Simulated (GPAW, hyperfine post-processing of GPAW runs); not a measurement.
# MgVBr2O: working out a paramagnetic 25Mg shift

A spin-polarised calculation (DFT, revPBE+U, plane-wave PAW, GPAW setups, collinear spin, scalar-relativistic; GPAW) with all V moments parallel (S = 1.5 each) puts a spin density ρ↑ − ρ↓ of -0.104 e/Å³, counted along the moments, at one Mg nucleus (4 V through links of 90° (4)). Take g = 2, spin-only moments and Θ = 0 K (a pure Curie law); γ/2π of 25Mg is -2.6083 MHz/T.

**Task.** Find the contact field, the hyperfine constant and the contact shift at 340 K and 290 K, supposing that the crystal is a paramagnet with these local moments at both.

1. A spin density ρ_s carries a moment density μB ρ_s, and the contact field is B_c = (2μ₀/3) μB ρ_s. For 1 e/Å³ that is 7.769 T, so B_c = -0.808 T.

2. With H = A S·I summed over the ions, A = γB_c/(2πS) = -2.6083 × −0.808 / 1.5 = 1.41 MHz.

3. In a field B0 the paramagnet reaches only a fraction of saturation, M/M_sat = g μB (S + 1) B0 / [3 k_B (T − Θ)]. At 340 K this is 3.2927e-03 per tesla, or 2.32 % at 7.05 T.

4. The shift is that fraction of B_c over B0, so B0 drops out: δ = -0.808 × 3.2927e-03 × 10⁶ = -2660 ppm at 340 K.

5. At 290 K it scales by (340 − Θ)/(290 − Θ) = 1.172, to -3120 ppm.

6. The sign says that the spin at the nucleus is opposite to the V moments, as where spin polarisation outweighs delocalisation. Over this level and the 5 others of the session's ladder with the same moment and an open gap (any hybrids aside), the field runs from -0.845 to -0.463 T. Spin flips in this cell gave a rough Θ of 46 K, not relied on, which would scale the first shift by 1.16. Orbital and pseudocontact parts are not included.

[Hosts, paths, dates, database ids (printed as entryN), source tags and the programs' standing remarks are cut or masked in the printed files.]
